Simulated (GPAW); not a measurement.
# S K ELNES/XANES of CSO (R3m) from DFT, part 2 of 3

How does the S K edge of CSO (R3m) move when the bonds are compressed or stretched?

GPAW 26.7.0; X-ray absorption from dipole matrix elements to empty bands, plane-wave PAW LDA.

So far. Step 2 (The field without a hole): The mesh shows a gap of 4.79 eV, so the hole is first treated in a charged cell, without the excited electron.

**4. Spectrum with FCH, S atom 1**

The holes are 5.6 Å apart. In GPAW the data set carries the hole's charge, so charge=0 means a charged cell and charge=-1 a neutral one. The excited electron is left out and a uniform background balances the charge. After the field has converged, empty bands are computed with the density fixed and the dipole matrix elements are summed.

The absorber has 1 C at 1.56 Å (terminal, site symmetry 3m).

Contents of xas.py:

```python
import numpy as np
from ase import Atoms
from ase.parallel import parprint, paropen
from gpaw import GPAW, PW, FermiDirac, Mixer, MixerDif, setup_paths
from gpaw.test import gen
setup_paths.insert(0, '.')
gen('S', name='fch1s', xcname='LDA', corehole=(1, 0, 1), write_xml=True)
from gpaw.mpi import world
world.barrier()

atoms = Atoms('S2O2C2',
    cell=[[0, -3.8035709, -4.04703916],
     [3.29398903, -1.90178545, 4.04703916],
     [-3.29398903, -1.90178545, 4.04703916]],
    scaled_positions=[[0.729498, 0.270502, 0.270502],
     [0.229498, 0.770502, 0.770502],
     [0.5042535, 0.4957465, 0.4957465],
     [0.0042535, 0.9957465, 0.9957465],
     [0.6011485, 0.3988515, 0.3988515],
     [0.1011485, 0.8988515, 0.8988515]],
    pbc=True)
atoms.calc = calc = GPAW(legacy_gpaw=True, mode=PW(500, force_complex_dtype=True), xc='LDA', setups={0: 'fch1s'},
    kpts={'size': (4, 4, 4), 'gamma': True}, occupations=FermiDirac(0.02),
    charge=0, mixer=Mixer(0.1, 5, 50), maxiter=150,
    convergence={'density': 0.0001, 'eigenstates': 1e-6}, txt='scf.txt')
energy = atoms.get_potential_energy() + calc.get_reference_energy()
ef = calc.get_fermi_level()
out = dict(energy=energy, fermi=ef, forces=atoms.get_forces().tolist())
parprint(f'all-electron energy {energy:.4f} eV, Fermi level {ef:.4f} eV')
ev = np.array([[calc.get_eigenvalues(k, s) for k in range(len(calc.get_ibz_k_points()))] for s in range(calc.get_number_of_spins())])
out['homo'], out['lumo'], out['counts'] = ev[ev < ef].max(), ev[ev > ef].min(), sorted(set((ev < ef).sum((0, 2)).tolist()))
out['filled'] = (ev[:, 0] < ef).sum(1).tolist()

from ase.units import Ha
from gpaw.xas import dipole_matrix_elements
nb = int(calc.get_number_of_electrons() / 2) + 93
top, nb = nb, nb + 8 + nb // 12
nscf = calc.fixed_density(kpts={'size': (5, 5, 5), 'gamma': True}, nbands=nb,
    convergence={'bands': top, 'eigenstates': 1e-5}, maxiter=60, txt='nscf.txt')
cell = atoms.cell.array
ops = [cell.T @ U.T @ np.linalg.inv(cell.T) for U in nscf.wfs.kd.symmetry.op_scc]
filled = [16]  # bands filled in the ground state, by spin
E = np.arange(-6, 34, 0.1)
fwhm = np.interp(E, [4, 25], [0.9, 3.5])
Y, X, zero, highest = 0, 0, 1e9, 1e9
for spin in range(nscf.get_number_of_spins()):
    wfs = nscf.wfs
    A = dipole_matrix_elements(wfs.setups[0])
    eps = np.zeros((wfs.kd.nibzkpts, nb))
    d = np.zeros((3, A.shape[1], wfs.kd.nibzkpts, nb), complex)
    for kpt in wfs.kpt_u:
        if kpt.s == spin and 0 in kpt.P_ani:
            eps[kpt.k] = kpt.eps_n * Ha
            d[:, :, kpt.k] = (kpt.weight * wfs.nspins / 2) ** 0.5 * np.inner(A, kpt.P_ani[0])
    world.sum(eps)
    world.sum(d)
    T = np.einsum('amkn,bmkn->abkn', d, d.conj()).real
    T = sum(np.einsum('ai,ijkn,bj->abkn', R, T, R) for R in ops) / len(ops)
    empty = np.ones_like(eps, bool) & (np.arange(nb) >= filled[spin])
    zero, highest = min(zero, eps[empty].min()), min(highest, eps[:, top - 1].min())
    lines = [(eps, T, empty)] if spin == 0 else lines + [(eps, T, empty)]
for eps, T, empty in lines:
    f = np.einsum('aakn->akn', T).reshape(3, -1)
    x = eps.ravel() - zero
    w = np.interp(x, E, fwhm) / 2.35482
    g = np.exp(-0.5 * ((E[:, None] - x) / w) ** 2) / (w * (2 * np.pi) ** 0.5)
    Y = Y + (f * empty.ravel()) @ g.T
    X = X + (f * ~empty.ravel()) @ g.T
out.update(E=E.round(2).tolist(), xas=Y.tolist(), xes=X.tolist(), zero=zero, valid=highest - zero, nk=len(eps), nb=nb)
for i in range(0, len(E), 10):
    parprint(f'{E[i]:7.2f}', *(f'{v:10.3e}' for v in Y[:, i]))
import json
with paropen('out.json', 'w') as f:
    json.dump(out, f)
```

Command:

```sh
$ OMP_NUM_THREADS=1 mpirun -n 4 gpaw python xas.py
```

Numbers of over 12 decimals in the logs are rounded to 6 here.

Log:

```text
Input parameters:
  convergence: {density: 0.0001,
                eigenstates: 1e-06}
  kpts: {gamma: True,
         size: (4, 4, 4)}
  maxiter: 150
  mixer: {backend: pulay,
          beta: 0.1,
          method: separate,
          nmaxold: 5,
          weight: 50}
  mode: {ecut: 500.0,
         force_complex_dtype: True,
         name: pw}
  occupations: {fixmagmom: False,
                name: fermi-dirac,
                width: 0.02}
  setups: {0: fch1s}

Initialize ...

[... PAW data sets ...]

Reference energy: -25257.559233  # eV

Spin-paired calculation

[... convergence settings ...]
Symmetries present (total): 2
  [... symmetry matrices ...]

64 k-points: 4 x 4 x 4 Monkhorst-Pack grid + [1/8,1/8,1/8]
24 k-points in the irreducible part of the Brillouin zone
       k-points in crystal coordinates                weights
   0:     0.00000000    0.00000000    0.00000000          1/64
   1:     0.00000000    0.25000000   -0.25000000          2/64
   2:     0.00000000    0.25000000    0.00000000          4/64
   3:     0.00000000    0.25000000    0.25000000          2/64
   4:     0.00000000    0.50000000    0.00000000          2/64
   5:     0.00000000    0.50000000    0.25000000          4/64
   6:     0.00000000    0.50000000    0.50000000          1/64
   7:     0.25000000   -0.25000000   -0.25000000          2/64
   8:     0.25000000    0.00000000   -0.25000000          4/64
   9:     0.25000000    0.00000000    0.00000000          2/64
          ...
  23:     0.50000000    0.50000000    0.50000000          1/64

Wave functions: Plane wave expansion
  Cutoff energy: 500.000 eV
  Number of coefficients (min, max): 3852, 3880
  Pulay-stress correction: 0.000000 eV/Ang^3 (de/decut=0.000000)
  Using FFTW library
  Wavefunction extrapolation:
    Improved wavefunction reuse through dual PAW basis

Occupation numbers: Fermi-Dirac:
  width: 0.0200  # eV

Eigensolver
   Davidson(niter=2)

Densities:
  Coarse grid: 30*30*30 grid
  Fine grid: 60*60*60 grid
  Total Charge: 1.000000

Density mixing:
  Method: separate
  Backend: pulay
  Linear mixing parameter: 0.1
  old densities: 5
  Width of damping distribution: 1.1
  Damping of long wavelength oscillations: 50

[... Hamiltonian set-up ...]
Number of atoms: 6
Number of atomic orbitals: 24
Number of bands in calculation: 24
Number of valence electrons: 32
Bands to converge: occupied

... initialized

Initializing position-dependent things.

Density initialized from atomic densities
Creating initial wave functions:
  24 bands from LCAO basis set

       O

       C

       S

       O

       C

       S

Atomic positions and initial magnetic moments

Positions:
   0 S     -0.000000   -3.803571   -0.762843    ( 0.0000,  0.0000,  0.0000)
   1 S     -0.000000   -3.803571    5.307716    ( 0.0000,  0.0000,  0.0000)
   2 O      0.000000   -3.803571    1.971877    ( 0.0000,  0.0000,  0.0000)
   3 O      0.000000   -3.803571    8.042436    ( 0.0000,  0.0000,  0.0000)
   4 C     -0.000000   -3.803571    0.795464    ( 0.0000,  0.0000,  0.0000)
   5 C      0.000000   -3.803571    6.866022    ( 0.0000,  0.0000,  0.0000)

Unit cell:
           periodic     x           y           z      points  spacing
  1. axis:    yes    0.000000   -3.803571   -4.047039    30     0.1721
  2. axis:    yes    3.293989   -1.901785    4.047039    30     0.1721
  3. axis:    yes   -3.293989   -1.901785    4.047039    30     0.1721

  Lengths:   5.553889   5.553889   5.553889
  Angles:   72.754037 107.245963 107.245963

Effective grid spacing dv^(1/3) = 0.1779

iter:   1   -54.461475
iter:   2   -53.622142   -1.30  -0.94
iter:   3   -52.829868   -1.78  -1.04
iter:   4   -52.618487   -2.22  -1.22
iter:   5   -52.606522   -2.07  -1.45
iter:   6   -52.579720   -2.91  -1.82
iter:   7   -52.575250   -3.45  -2.20
iter:   8   -52.573839c  -4.32  -2.53
iter:   9   -52.573783c  -4.85  -2.82
iter:  10   -52.573777c  -5.77  -3.01
iter:  11   -52.573758c  -6.10c -3.10
iter:  12   -52.573731c  -5.99  -3.19
iter:  13   -52.573719c  -6.37c -3.47
iter:  14   -52.573714c  -6.68c -3.69
iter:  15   -52.573712c  -6.91c -3.96
iter:  16   -52.573712c  -8.07c -4.40c

Converged after 16 iterations.

Dipole moment: (0.000000, 0.000000, 9.837539) |e|*Ang

Energy contributions relative to reference atoms: (reference = -25257.559233)

Kinetic:        +25.907165
Potential:      -44.003218
External:        +0.000000
XC:             -34.330011
Entropy (-ST):   -0.000000
Local:           -0.147648
SIC:             +0.000000
--------------------------
Free energy:    -52.573712
Extrapolated:   -52.573712

Showing only first 2 kpts
 Kpt  Band  Eigenvalues  Occupancy
  0    14     -1.91442    2.00000
  0    15     -1.91442    2.00000
  0    16      0.64449    0.00000
  0    17      0.64449    0.00000

  1    14     -1.90782    2.00000
  1    15     -1.83231    2.00000
  1    16      0.64083    0.00000
[...]
Fermi level: -1.03653

Gap: 2.284 eV
Transition (v -> c):
  (s=0, k=6, n=15, [0.00, 0.50, 0.50]) -> (s=0, k=21, n=16, [0.50, 0.50, 0.00])
Direct/indirect transitions are different
Direct gap: 2.284 eV
Transition at: (s=0, k=21, n=15, [0.50, 0.50, 0.00])

Forces in eV/Ang:
  0 S     0.00000    0.00000    0.31613
  1 S     0.00000    0.00000   -0.17644
  2 O     0.00000    0.00000   -4.43906
  3 O     0.00000   -0.00000   -0.92441
  4 C     0.00000   -0.00000    4.02995
  5 C     0.00000   -0.00000    1.20437
Scalar-relativistic atomic LDA calculation for S (Sulfur, Z=16)
Core hole in 1s state (1s occupation: 1.0)
450 radial gridpoints.
|------------------------------------------------|
|------------------------------------------------|
[... the atom generator's iteration count ...]

Energy contributions:
-------------------------
Kinetic:     +307.027779
XC:           -20.036781
Potential:   -593.463960
-------------------------
Total:       -306.472962

state      eigenvalue         ekin         rmax
-----------------------------------------------
1s^1.0 :   -94.587655   125.271961        0.063
2s^2.0 :    -9.346963    20.537295        0.374
2p^6.0 :    -7.528664    20.376522        0.303
3s^2.0 :    -1.141348     3.532854        1.290
3p^4.0 :    -0.722112     2.839097        1.384
-----------------------------------------------
(units: Bohr and Hartree)

Generating PAW setup
Kinetic energy of the core from tauc = 289.375410
Cutoffs:
rc(s)=1.840
rc(p)=1.850
rc(d)=1.700
rc(vbar)=1.720
rc(comp)=1.430
rc(nct)=1.850

Kinetic energy of the core states: 288.605682
Charge: 1.0
Core electrons: 9.0
Valence electrons: 6.0
Pseudo-core charge: 0.024693
Shape function alpha=4.890
Pseudo-electron charge 6.344591
state    eigenvalue         norm
--------------------------------
3s(2) :    -1.141348     1.235204
*s    :    -0.141348
3p(4) :    -0.722112     0.962372
*p    :     0.277888
*d    :     0.000000
--------------------------------

Diagonalizing with gridspacing h=0.050

state   all-electron     PAW
-------------------------------
3s:      -1.141348    -1.142157
3p:      -0.722112    -0.722797
*d:                   -0.153507
*f:                   -0.016109
-------------------------------
all-electron energy -25310.1329 eV, Fermi level -1.0365 eV
[...]
31.00  1.655e-06  1.655e-06  1.462e-06
  32.00  1.848e-06  1.848e-06  1.369e-06
  33.00  2.076e-06  2.076e-06  1.405e-06
```

Wall time 82 s (4 MPI ranks of Arm Neoverse V2, shared host); peak memory 0.37 GiB; 5.4 min of CPU time.

The S K spectrum, S atom 1, full core hole (charged cell) (energy from the lowest empty level; intensity scaled to a mean of 1 over the first 20 eV; polarised curves are means over the symmetry-equivalent atoms):

```tsv
E (eV)	isotropic	ε ⊥ c	ε ∥ c
-2.0	0.00	0.00	0.00
-1.0	0.10	0.16	0.00
0.0	4.12	6.16	0.02
1.0	1.74	0.29	4.65
2.0	3.30	0.03	9.85
3.0	0.31	0.10	0.73
4.0	0.33	0.25	0.47
5.0	0.44	0.37	0.58
6.0	0.76	0.81	0.64
7.0	1.21	1.37	0.88
8.0	1.02	0.99	1.07
9.0	0.74	0.64	0.93
10.0	0.63	0.49	0.92
11.0	0.59	0.51	0.74
12.0	0.60	0.52	0.76
13.0	0.73	0.66	0.87
14.0	0.82	0.78	0.88
15.0	0.79	0.79	0.80
16.0	0.79	0.84	0.68
17.0	0.83	0.95	0.60
18.0	0.86	0.97	0.62
19.0	0.88	0.92	0.80
20.0	0.98	0.93	1.07
21.0	1.13	1.01	1.36
22.0	1.29	1.12	1.63
23.0	1.43	1.22	1.85
24.0	1.48	1.25	1.95
25.0	1.41	1.18	1.88
26.0	1.23	1.02	1.66
27.0	1.01	0.84	1.36
28.0	0.82	0.71	1.06
29.0	0.69	0.62	0.82
30.0	0.62	0.60	0.66
31.0	0.60	0.62	0.55
32.0	0.64	0.70	0.52
```

Main maxima below 24 eV (height): 0.0 eV (4.12), 1.6 eV (5.30), 7.1 eV (1.21) and 23.9 eV (1.48). A K edge sees empty p states on the absorber.

The hole costs E(hole) − E(ground) = 2474.91 eV, and the lowest empty level of the hole cell on the spectrum's mesh lies at 0.60 eV, which puts the zero at 2475.52 eV. One term is added: -16.82 eV, since the hole is spin-paired here and a spin-polarised one costs that much less in the free atom (computed apart). The photon energy is then 2458.70 eV. The functional and the charged cell's background leave an error in such absolute values: in the free atom LDA prices this hole 9.1 eV below PBE (computed apart), and PBE is itself good to a few eV.

**5. Reference energy of the supercell**

The cell changes for the next run, so it gets a reference energy of its own.

The cell differs from the one that the last finished run ended in (a 5.554 → 5.382 Å, b 5.554 → 5.382 Å, c 5.554 → 5.382 Å).

Contents of scf.py:

```python
import numpy as np
from ase import Atoms
from ase.parallel import parprint, paropen
from gpaw import GPAW, PW, FermiDirac, Mixer, MixerDif, setup_paths
from gpaw.test import gen
setup_paths.insert(0, '.')
gen('S', name='nch1s', xcname='LDA', corehole=(1, 0, 0), write_xml=True)
from gpaw.mpi import world
world.barrier()

atoms = Atoms('S2O2C2',
    cell=[[0, -3.6858584, -3.92179183],
     [3.19204701, -1.8429292, 3.92179183],
     [-3.19204701, -1.8429292, 3.92179183]],
    scaled_positions=[[0.729498, 0.270502, 0.270502],
     [0.229498, 0.770502, 0.770502],
     [0.5042535, 0.4957465, 0.4957465],
     [0.0042535, 0.9957465, 0.9957465],
     [0.6011485, 0.3988515, 0.3988515],
     [0.1011485, 0.8988515, 0.8988515]],
    pbc=True)
atoms.calc = calc = GPAW(legacy_gpaw=True, mode=PW(500, force_complex_dtype=True), xc='LDA', setups={0: 'nch1s'},
    kpts={'size': (4, 4, 4), 'gamma': True}, occupations=FermiDirac(0.02),
    charge=0, mixer=Mixer(0.1, 5, 50), maxiter=150,
    convergence={'density': 0.0001, 'eigenstates': 1e-6}, txt='scf.txt')
energy = atoms.get_potential_energy() + calc.get_reference_energy()
ef = calc.get_fermi_level()
out = dict(energy=energy, fermi=ef, forces=atoms.get_forces().tolist())
parprint(f'all-electron energy {energy:.4f} eV, Fermi level {ef:.4f} eV')
ev = np.array([[calc.get_eigenvalues(k, s) for k in range(len(calc.get_ibz_k_points()))] for s in range(calc.get_number_of_spins())])
out['homo'], out['lumo'], out['counts'] = ev[ev < ef].max(), ev[ev > ef].min(), sorted(set((ev < ef).sum((0, 2)).tolist()))
out['filled'] = (ev[:, 0] < ef).sum(1).tolist()
import json
with paropen('out.json', 'w') as f:
    json.dump(out, f)
```

Command:

```sh
$ OMP_NUM_THREADS=1 mpirun -n 4 gpaw python scf.py
```

Log:

```text
Input parameters:
  convergence: {density: 0.0001,
                eigenstates: 1e-06}
  kpts: {gamma: True,
         size: (4, 4, 4)}
  maxiter: 150
  mixer: {backend: pulay,
          beta: 0.1,
          method: separate,
          nmaxold: 5,
          weight: 50}
  mode: {ecut: 500.0,
         force_complex_dtype: True,
         name: pw}
  occupations: {fixmagmom: False,
                name: fermi-dirac,
[...]
3s(2) :    -0.634959     1.191395
*s    :     0.365041
3p(4) :    -0.261139     0.997058
*p    :     0.738861
*d    :     0.000000
--------------------------------

Diagonalizing with gridspacing h=0.050

state   all-electron     PAW
-------------------------------
3s:      -0.634959    -0.635587
3p:      -0.261139    -0.261554
*d:                    0.043150
*f:                    0.074695
-------------------------------
all-electron energy -27784.9482 eV, Fermi level -0.2826 eV
[key lines of the parts left out:]
Converged after 18 iterations.
Dipole moment: (0.000000, 0.000000, 10.723102) |e|*Ang
Free energy:    -42.359058
Fermi level: -0.28265
```

Wall time 12 s (4 MPI ranks); peak memory 0.21 GiB; 46 s of CPU time.

Reference energy: -27784.948 eV with the cores included.

**6. Spectrum with FCH, S atom 1**

Shorter bonds are expected to push antibonding states and scattering resonances up, and longer ones down; the cell is scaled to test that.

Changed against the first core-hole run: volume scale from 1 to 0.91.

xas.py, as its differences from that of step 4:

```diff
@@ -11,5 +11,5 @@
 atoms = Atoms('S2O2C2',
-    cell=[[0, -3.8035709, -4.04703916],
-     [3.29398903, -1.90178545, 4.04703916],
-     [-3.29398903, -1.90178545, 4.04703916]],
+    cell=[[0, -3.6858584, -3.92179183],
+     [3.19204701, -1.8429292, 3.92179183],
+     [-3.19204701, -1.8429292, 3.92179183]],
     scaled_positions=[[0.729498, 0.270502, 0.270502],
@@ -35,3 +35,3 @@
 from gpaw.xas import dipole_matrix_elements
-nb = int(calc.get_number_of_electrons() / 2) + 93
+nb = int(calc.get_number_of_electrons() / 2) + 85
 top, nb = nb, nb + 8 + nb // 12
```

Command:

```sh
$ OMP_NUM_THREADS=1 mpirun -n 4 gpaw python xas.py
```

Log:

```text
Input parameters:
  convergence: {density: 0.0001,
                eigenstates: 1e-06}
  kpts: {gamma: True,
         size: (4, 4, 4)}
  maxiter: 150
  mixer: {backend: pulay,
          beta: 0.1,
          method: separate,
          nmaxold: 5,
          weight: 50}
  mode: {ecut: 500.0,
         force_complex_dtype: True,
         name: pw}
  occupations: {fixmagmom: False,
                name: fermi-dirac,
[...]
*p    :     0.277888
*d    :     0.000000
--------------------------------

Diagonalizing with gridspacing h=0.050

state   all-electron     PAW
-------------------------------
3s:      -1.141348    -1.142157
3p:      -0.722112    -0.722797
*d:                   -0.153507
*f:                   -0.016109
-------------------------------
all-electron energy -25310.7125 eV, Fermi level -0.5306 eV
[...]
32.00  1.581e-06  1.581e-06  1.949e-06
  33.00  1.702e-06  1.702e-06  1.605e-06
[key lines of the parts left out:]
Converged after 16 iterations.
Dipole moment: (0.000000, 0.000000, 9.783372) |e|*Ang
Free energy:    -53.153232
Fermi level: -0.53057
```

The job ended after 65 s (4 MPI ranks; peak memory 0.34 GiB).

```tsv
E (eV)	first run	this run
-2.0	0.00	0.00
-1.0	0.10	0.10
0.0	4.12	4.12
1.0	1.74	0.45
2.0	3.30	4.33
3.0	0.31	0.77
4.0	0.33	0.40
5.0	0.44	0.53
6.0	0.76	0.99
7.0	1.21	1.28
8.0	1.02	1.08
9.0	0.74	0.80
10.0	0.63	0.73
11.0	0.59	0.62
12.0	0.60	0.63
13.0	0.73	0.74
14.0	0.82	0.83
15.0	0.79	0.79
16.0	0.79	0.74
17.0	0.83	0.77
18.0	0.86	0.80
19.0	0.88	0.80
20.0	0.98	0.81
21.0	1.13	0.90
22.0	1.29	1.02
23.0	1.43	1.18
24.0	1.48	1.35
25.0	1.41	1.47
26.0	1.23	1.50
27.0	1.01	1.41
28.0	0.82	1.22
29.0	0.69	1.00
30.0	0.62	0.83
31.0	0.60	0.71
32.0	0.64	0.65
```

Against the first run the r.m.s. difference is 39 %. The highest intensity below 16 eV goes from 1.6 eV (5.30) to 2.0 eV (4.33).

The photon energy of the zero moves by +0.23 eV.

**7. Supercell without a hole, the energy reference**

The cell changes for the next run, so it gets a reference energy of its own.

The cell differs from the one that the last finished run ended in (a 5.382 → 5.441 Å, b 5.382 → 5.441 Å, c 5.382 → 5.441 Å).

scf.py, as its differences from that of step 5:

```diff
@@ -11,5 +11,5 @@
 atoms = Atoms('S2O2C2',
-    cell=[[0, -3.6858584, -3.92179183],
-     [3.19204701, -1.8429292, 3.92179183],
-     [-3.19204701, -1.8429292, 3.92179183]],
+    cell=[[0, -3.72592522, -3.96442334],
+     [3.22674589, -1.86296261, 3.96442334],
+     [-3.22674589, -1.86296261, 3.96442334]],
     scaled_positions=[[0.729498, 0.270502, 0.270502],
```

Command:

```sh
$ OMP_NUM_THREADS=1 mpirun -n 4 gpaw python scf.py
```

Log:

```text
Input parameters:
  convergence: {density: 0.0001,
                eigenstates: 1e-06}
  kpts: {gamma: True,
         size: (4, 4, 4)}
  maxiter: 150
  mixer: {backend: pulay,
          beta: 0.1,
          method: separate,
          nmaxold: 5,
          weight: 50}
  mode: {ecut: 500.0,
         force_complex_dtype: True,
         name: pw}
  occupations: {fixmagmom: False,
                name: fermi-dirac,
[...]
3s(2) :    -0.634959     1.191395
*s    :     0.365041
3p(4) :    -0.261139     0.997058
*p    :     0.738861
*d    :     0.000000
--------------------------------

Diagonalizing with gridspacing h=0.050

state   all-electron     PAW
-------------------------------
3s:      -0.634959    -0.635587
3p:      -0.261139    -0.261554
*d:                    0.043150
*f:                    0.074695
-------------------------------
all-electron energy -27785.0489 eV, Fermi level -0.4548 eV
[key lines of the parts left out:]
Converged after 17 iterations.
Dipole moment: (0.000000, -0.000000, 10.766600) |e|*Ang
Free energy:    -42.459752
Fermi level: -0.45485
```

The job ended after 12 s (4 MPI ranks; peak memory 0.21 GiB).

Reference energy: -27785.049 eV with the cores included.

[end of part 2 of 3]

[Banner, clock and machine lines of the logs are left out without a mark of their own.]

[Logs are printed without paths, hosts, clocks, repeated set-up lines and the standing remarks that a program may print on its own settings, such as how far it seeks lower states.]

[Hosts, paths, dates, database ids (printed as entryN), source tags and the programs' standing remarks are cut or masked in the printed files.]

[Lists of maxima count a maximum above −3 eV only where it reaches 4 % of the highest in the window and stands out from its surroundings by 2 % of it (1.5 % where it reaches 55 %); shoulders and weaker maxima are passed over, and of the rest the first, up to two pre-edge ones and the few strongest are named.]
